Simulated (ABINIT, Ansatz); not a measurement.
# KHF2 (I4/mcm): G0W0 with ABINIT, start to end, part 3 of 3

How does a plane-wave GW calculation on KHF2 (I4/mcm) run from the first input to the gap?

ABINIT 10.8.3; PBEsol and many-body steps on it, plane waves. Known limits of the many-body steps: not at the basis limit; coarse k mesh.

So far. Step 3 (Bands along the symmetry lines): The gap is 7.017 eV, as in the run before at this level. Step 4 (Empty states on the mesh, 2×2×2 mesh, 221 bands): On this mesh the gap is 7.017 eV.

**5. Screening, 2×2×2 mesh, 201 bands, screening to 176.9 eV**

The RPA dielectric matrix is built and inverted for each q.

This step: RPA screening on PBEsol, plane waves, norm-conserving pseudopotentials.

run.abi reads:

```
acell 3*1.0 Angstrom
rprim 
  -2.835000000000 2.835000000000 3.405000000000
  2.835000000000 -2.835000000000 3.405000000000
  2.835000000000 2.835000000000 -3.405000000000
ntypat 3
znucl 19 1 9
natom 8
typat 1 1 2 2 3 3 3 3
xred 
  0.250000000000 0.250000000000 -0.000000000000
  0.750000000000 0.750000000000 -0.000000000000
  0.500000000000 -0.000000000000 0.500000000000
  0.000000000000 0.500000000000 0.500000000000
  0.640800000000 0.140800000000 0.781600000000
  0.140800000000 0.359200000000 0.500000000000
  0.359200000000 0.859200000000 0.218400000000
  0.859200000000 0.640800000000 0.500000000000
pp_dirpath "pseudos"
pseudos "K.upf, H.upf, F.upf"
ecut 36
ngkpt 2 2 2
nshiftk 1
shiftk 0 0 0
kptopt 1
chksymbreak 0
istwfk *1
occopt 1
irdwfk 1
optdriver 3
nband 201
ecuteps 6.5
inclvkb 2
awtr 1
symchi 1
indata_prefix "in"
outdata_prefix "out"
tmpdata_prefix "tmp"
```

Launch:

```bash
OMP_NUM_THREADS=1 mpirun -n 4 abinit run.abi > log
```

Numbers of over 12 decimals in the logs are rounded to 6 here.

Output:

```text
.Version 10.8.3 of ABINIT. v10.8.2 released Aug 2026.

 Symmetries : space group I4/m c m (#140); Bravais tI (body-center tetrag.)
[... echo of the input left out ...]
== DATASET  1 ==================================================================
-   mpi_nproc: 4, omp_nthreads: 1 (-1 if OMP is not activated)

--- !DatasetInfo
iteration_state: {dtset: 1, }
dimensions: {natom: 8, nkpt: 4, mband: 201, nsppol: 1, nspinor: 1, nspden: 1, mpw: 7677, }
cutoff_energies: {ecut:  36.0, pawecutdg:  -1.0, }
electrons: {nelect:   4.80000000E+01, charge:   0.00000000E+00, occopt:   1.00000000E+00, tsmear:   1.00000000E-02, }

 SCREENING: Calculation of the susceptibility and dielectric matrices

 Based on a program developped by R.W. Godby, V. Olevano, G. Onida, and L. Reining.
 Incorporated in ABINIT by V. Olevano, G.-M. Rignanese, and M. Torrent.
.Using double precision arithmetic ; gwpc =  8

[... cell and pseudopotentials left out ...]
--------------------------------------------------------------------------------

 ==== K-mesh for the wavefunctions ====
 Number of points in the irreducible wedge :     4
[... list of points left out ...]
 Together with 16 symmetry operations and time-reversal symmetry
 yields     8 points in the full Brillouin Zone.

 ==== Q-mesh for the screening function ====
 Number of points in the irreducible wedge :     4
[... list of points left out ...]
 Together with 16 symmetry operations and time-reversal symmetry
 yields     8 points in the full Brillouin Zone.

 setmesh: FFT mesh size selected  =    36x   36x   36
          total number of points  =        46656

 vcoul_init : cutoff-mode = AUXILIARY_FUNCTION
 q-points for optical limit:   1
     1)      0.000010    0.000020    0.000030

- screening: taking advantage of time-reversal symmetry
- Maximum band index for partially occupied states nbvw = 24
- Remaining bands to be divided among processors   nbcw = 177
- Number of bands treated by each node ~44

 Number of electrons calculated from density =   48.0000; Expected =   48.0000
 average of density, n =  0.064977
 r_s =    1.5431
 omega_plasma =   24.5887 [eV]

 calculating chi0 at frequencies [eV] :
  1    0.000000E+00    0.000000E+00
  2    0.000000E+00    2.458874E+01

--------------------------------------------------------------------------------
  q-point number  1        q = ( 0.000000, 0.000000, 0.000000) [r.l.u.]
--------------------------------------------------------------------------------
[... chi0 elements left out ...]
 For q-point:  0.000010 0.000020 0.000030
  dielectric constant =   1.8488
  dielectric constant without local fields =   2.0218

  Average fulfillment of the sum rule on Im[epsilon] for q-point    1 :     60.00  [%]
[... wings left out ...]
  q-point number  2        q = ( 0.500000, 0.000000, 0.000000) [r.l.u.]
--------------------------------------------------------------------------------
[... chi0 elements left out ...]
  Average fulfillment of the sum rule on Im[epsilon] for q-point    2 :     64.25  [%]

 [... 2 further q-points ...]
```

It took 56 s on 4 MPI ranks of Intel Xeon Platinum 8488C (Sapphire Rapids), shared host; peak memory 1.5 GiB.

This step gave:

```
ε∞ with local fields, on this mesh, along the program's q direction : 1.849
the same without local fields                                       : 2.022
plasma frequency                                                    : 24.59 eV
plane waves in the screening matrix                                 : 603
```

Local fields lower ε∞ by 9 %. On a Γ-centred mesh this coarse the value itself is usually too large, while a short band sum pulls it down.

**6. Self-energy, 2×2×2 mesh, 201 bands, screening to 176.9 eV**

The self-energy is evaluated for the states that the input lists, and the levels follow from it, in one-shot runs by the linearised quasiparticle equation.

This step: G0W0 on PBEsol, plane waves, norm-conserving pseudopotentials.

run.abi: that of step 5 with these lines changed.

```diff
@@ -29,8 +29,17 @@
 irdwfk 1
-optdriver 3
+optdriver 4
 nband 201
+gwcalctyp 0
+ecutsigx 36
+symsigma 1
+nkptgw 2
+kptgw 
+  0.5000000000 0.5000000000 0.5000000000
+  0.0000000000 0.0000000000 0.0000000000
+bdgw 
+  22 26
+  22 26
 ecuteps 6.5
-inclvkb 2
-awtr 1
-symchi 1
+irdscr 1
+ppmodel 1
 indata_prefix "in"
```

Output:

```text
.Version 10.8.3 of ABINIT. v10.8.2 released Aug 2026.

 Symmetries : space group I4/m c m (#140); Bravais tI (body-center tetrag.)
[... echo of the input left out ...]
== DATASET  1 ==================================================================
-   mpi_nproc: 4, omp_nthreads: 1 (-1 if OMP is not activated)

--- !DatasetInfo
iteration_state: {dtset: 1, }
dimensions: {natom: 8, nkpt: 4, mband: 201, nsppol: 1, nspinor: 1, nspden: 1, mpw: 7677, }
cutoff_energies: {ecut:  36.0, pawecutdg:  -1.0, }
electrons: {nelect:   4.80000000E+01, charge:   0.00000000E+00, occopt:   1.00000000E+00, tsmear:   1.00000000E-02, }

 SIGMA: Calculation of the GW corrections

 Based on a program developped by R.W. Godby, V. Olevano, G. Onida, and L. Reining.
 Incorporated in ABINIT by V. Olevano, G.-M. Rignanese, and M. Torrent.
.Using double precision arithmetic ; gwpc =  8

[... cell and pseudopotentials left out ...]
--------------------------------------------------------------------------------

 ==== K-mesh for the wavefunctions ====
 Number of points in the irreducible wedge :     4
[... list of points left out ...]
 Together with 16 symmetry operations and time-reversal symmetry
 yields     8 points in the full Brillouin Zone.

 ==== Q-mesh for screening function ====
 Number of points in the irreducible wedge :     4
[... list of points left out ...]
 Together with 16 symmetry operations and time-reversal symmetry
 yields     8 points in the full Brillouin Zone.

 vcoul_init : cutoff-mode = AUXILIARY_FUNCTION
 q-points for optical limit:   1
     1)      0.000010    0.000020    0.000030
 setmesh: FFT mesh size selected  =    60x   60x   60
          total number of points  =       216000

 Number of electrons calculated from density =   48.0000; Expected =   48.0000
 average of density, n =  0.064977
 r_s =    1.5431
 omega_plasma =   24.5887 [eV]

 === KS Band Gaps ===
  >>>> For spin  1
   Minimum direct gap =   7.0720 [eV], located at k-point      :   0.0000  0.0000  0.0000
   Fundamental gap    =   7.0173 [eV], Top of valence bands at :   0.5000  0.5000  0.5000
                                       Bottom of conduction at :   0.0000  0.0000  0.0000
 SIGMA fundamental parameters:
 PLASMON POLE MODEL  1
 number of plane-waves for SigmaX                 7677
 number of plane-waves for SigmaC and W            603
 number of plane-waves for wavefunctions          7677
 number of bands                                   201
 number of independent spin polarizations            1
 number of spinorial components                      1
 number of k-points in IBZ                           4
 number of q-points in IBZ                           4
 number of symmetry operations                      16
 number of k-points in BZ                            8
 number of q-points in BZ                            8
 number of frequencies for dSigma/dE                 9
 frequency step for dSigma/dE [eV]                0.25
 number of omega for Sigma on real axis              0
 max omega for Sigma on real axis  [eV]           0.00
 zcut for avoiding poles [eV]                     0.10

 EPSILON^-1 parameters (SCR file):
 dimension of the eps^-1 matrix on file            603
 dimension of the eps^-1 matrix used               603
 number of plane-waves for wavefunctions          7677
 number of bands                                   201
 number of q-points in IBZ                           4
 number of frequencies                               2
 number of real frequencies                          1
 number of imag frequencies                          1

 matrix elements of self-energy operator (all in [eV])

 Perturbative Calculation

--- !SelfEnergy_ee
iteration_state: {dtset: 1, }
kpoint     : [   0.500,    0.500,    0.500, ]
spin       : 1
KS_gap     :    9.533
QP_gap     :   13.927
Delta_QP_KS:    4.394
data: !SigmaeeData |
     Band     E0 <VxcDFT>   SigX SigC(E0)      Z dSigC/dE  Sig(E)    E-E0       E
       22  -1.662 -22.718 -29.585   4.335   0.831  -0.203 -24.823  -2.105  -3.767
       23  -1.662 -22.718 -29.585   4.335   0.831  -0.203 -24.823  -2.105  -3.767
       24  -1.443 -22.344 -29.830   4.753   0.826  -0.211 -24.600  -2.256  -3.699
       25   8.090  -9.278  -4.422  -2.494   0.905  -0.105  -7.141   2.138  10.228
       26   8.690 -11.234  -6.628  -2.202   0.894  -0.119  -9.086   2.148  10.838

--- !SelfEnergy_ee
iteration_state: {dtset: 1, }
kpoint     : [   0.000,    0.000,    0.000, ]
spin       : 1
KS_gap     :    7.072
QP_gap     :   10.892
Delta_QP_KS:    3.820
data: !SigmaeeData |
     Band     E0 <VxcDFT>   SigX SigC(E0)      Z dSigC/dE  Sig(E)    E-E0       E
       22  -1.608 -22.775 -29.709   4.393   0.831  -0.204 -24.886  -2.110  -3.719
       23  -1.608 -22.775 -29.709   4.393   0.831  -0.204 -24.886  -2.110  -3.719
       24  -1.498 -22.194 -29.667   4.729   0.826  -0.211 -24.461  -2.267  -3.764
       25   5.574  -8.571  -4.337  -2.520   0.907  -0.103  -7.017   1.554   7.128
       26   8.373 -10.112  -4.589  -2.680   0.903  -0.107  -7.545   2.568  10.940

== END DATASET(S) ==============================================================
================================================================================

 -outvars: echo values of variables after computation  --------
           etotal      0.0000000000E+00
            nband         201
             nkpt           4
          spgroup         140
 [... the other variables as echoed above ...]

 Calculation completed.
```

Run time: 32 s. Hardware: 4 MPI ranks; peak memory 1.5 GiB; 2.1 min of CPU time.

This step gave:

```yaml
g0w0_gap_on_the_points_computed: 10.83 eV
starting_gap_on_the_mesh: 7.017 eV
k_of_the_valence_top: 0.5, 0.5, 0.5
k_of_the_conduction_bottom: 0, 0, 0
z_at_the_valence_top: 0.826
z_at_the_conduction_bottom: 0.907
least_direct_g0w0_gap_on_the_computed_points: 10.85 eV
```

The gap on the mesh goes from 7.02 eV to 10.83 eV, a correction of +3.81 eV.

Limits: finite bands, cutoff and mesh; coarse k mesh. v1 is the top filled band, c1 the lowest empty one. The levels before and after the correction (eV, zero at the valence-band top of each column):

```
           conduction bottom  valence top
Kohn-Sham               7.02         0.00
     G0W0              10.83         0.00
```

```
                         level  energy (eV)
Kohn-Sham  (0.5 0.5 0.5) v3-v2       -0.219
Kohn-Sham     (0.5 0.5 0.5) v1        0.000
Kohn-Sham     (0.5 0.5 0.5) c1        9.533
Kohn-Sham     (0.5 0.5 0.5) c2       10.133
Kohn-Sham              Γ v3-v2       -0.165
Kohn-Sham                 Γ v1       -0.055
Kohn-Sham                 Γ c1        7.017
Kohn-Sham                 Γ c2        9.816
     G0W0  (0.5 0.5 0.5) v3-v2       -0.068
     G0W0     (0.5 0.5 0.5) v1        0.000
     G0W0     (0.5 0.5 0.5) c1       13.927
     G0W0     (0.5 0.5 0.5) c2       14.537
     G0W0              Γ v3-v2       -0.020
     G0W0                 Γ v1       -0.065
     G0W0                 Γ c1       10.827
     G0W0                 Γ c2       14.639
```

**7. Where the time went**

Times are wall times on 4 MPI ranks of Intel Xeon Platinum 8488C (Sapphire Rapids), shared host, good to a factor of about two.

```
                          step  time  share  memory (GiB)
                  ground state  99 s   29 %          0.52
bands along the symmetry lines  71 s   21 %          0.48
      empty states on the mesh  86 s   25 %          0.53
                     screening  56 s   16 %           1.5
                   self-energy  32 s    9 %           1.5
```

**8. Results**

* PBEsol gap: 7.02 eV, indirect
* G0W0 gap on the mesh: 10.83 eV
* GW settings: 2×2×2 mesh, 201 bands, screening to 176.9 eV, Godby-Needs plasmon pole
* known limits: not at the basis limit; coarse k mesh

G0W0 moves the gap on the mesh from 7.02 eV to 10.83 eV (+3.81 eV), with Z of 0.83 and 0.91 at the edges. Local fields lower the RPA ε∞ on this mesh from 2.02 to 1.85; a Γ-centred mesh this coarse tends to raise both, most where the direct gap is narrow, while a short band sum lowers them. Only 2 of the mesh's irreducible points were corrected, so a valley elsewhere could overtake. Bands and cutoff are finite, so the gap is not at the basis limit. The miss can reach some tenths of an eV and take either sign; the mesh is an error of its own. In the G0W0 run levels were corrected at 2 k points alone, so a gap called «on the mesh» is the least over those, and an edge elsewhere would be missed. The 2×2×2 mesh is coarse for this cell, which bears on the long-range parts of exchange and screening.

[Paths, hosts, dates, memory and timing lines, banners, echoed tables and standing remarks are left out of the program output.]

[Logs are printed without paths, hosts, clocks, repeated set-up lines and the standing remarks that a program may print on its own settings, such as how far it seeks lower states.]

[Runs of the session that timed out or met a known fault of the program may be left out.]

[Hosts, paths, dates, database ids (printed as entryN), source tags and the programs' standing remarks are cut or masked in the printed files.]

[G0W0 gaps are taken among the corrected bands and points alone; a level outside them can change the order at an edge.]

[Where Ansatz stands beside ABINIT at settings called matched, ABINIT's density can come from a denser mesh and the files from another edition; pairs whose starting gaps differed by over 0.03 eV were left out, so agreement reads better than it is.]
